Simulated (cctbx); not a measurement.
## Lattice, Laue class and space group of a new crystal

Cell: a = 4.1770 Å, b = 4.1770 Å, c = 10.9490 Å, α = 90.00°, β = 90.00°, γ = 90.00°. Expected content of the cell: Tm2 Ru1 Ga8.

Simulated single-crystal data (cctbx): Mo Kα, λ = 0.71073 Å, to d = 0.8 Å, 95 % of the full sphere, strongest reflection 70000 counts, noise from counting, a 6 % proportional error and a noise floor of 4 counts (s.d.); no absorption.

A first pass over the reflections prints:

```text
1478 reflections to d = 0.802 A
centring   violations  <I/sigma> of those
    A        669 of   744     13.2
    B        664 of   743     13.2
    C        661 of   737     12.1
    I        641 of   730     12.4
    R        896 of   992     12.7
    F        997 of  1112     12.8
Laue class    unique    Rint  (classes that these axes allow; Friedel mates merged)
P -1              775   0.035
P 1 2/m 1         447   0.040
P 1 1 2/m         417   0.041
P 2/m 1 1         446   0.040
P m m m           267   0.042
P 4/m             215   0.044
P 4/m m m         157   0.045
space group    extra absences  I>4sigma  <I/sigma>
P 4 2 2                 0          0         -  acentric
P 4 m m                 0          0         -  acentric
P -4 2 m                0          0         -  acentric
P -4 m 2                0          0         -  acentric
P 4/m m m               0          0         -  centric
Wilson B = 0.27 A^2   <|E^2-1|> = 0.923 (0.968 centric, 0.736 acentric)   E^2>4: 2.5 %
shell (A)         n   <I/sigma>
10.95 - 1.60     28     28.5
 1.60 - 1.27     23     36.1
 1.27 - 1.11     17     35.1
 1.11 - 1.01     17     40.5
 1.01 - 0.94     22     38.0
 0.94 - 0.88     17     35.7
 0.88 - 0.84     11     44.6
 0.84 - 0.80     22     36.1
```

**Question.** What are the lattice type, the Laue class and the likely space group?

Every centring test has many violations, so the lattice is primitive.

Rint stays low (0.035 to 0.045) up to P 4/m m m, the highest class in these axes.

5 settings pass the absence test. No glide or screw absences show, which leaves P 4 2 2, P 4 m m, P -4 2 m, P -4 m 2 and P 4/m m m.

⟨|E²−1|⟩ = 0.923 leans to a centrosymmetric structure. The Wilson B of 0.27 Å² means U ≈ 0.0034 Å².

The true group is P4/mmm (no. 123), Laue class 4/mmm, centrosymmetric. The tables only narrow the choice to the tied entries; cell content, site symmetry and trial solutions must settle it.

The model was made for the exercise: a known structure type with other elements put in, its volume estimated, not relaxed; displacement parameters are assumed.

[Logs are printed without paths, hosts, clocks, repeated set-up lines and the standing remarks that a program may print on its own settings, such as how far it seeks lower states.]
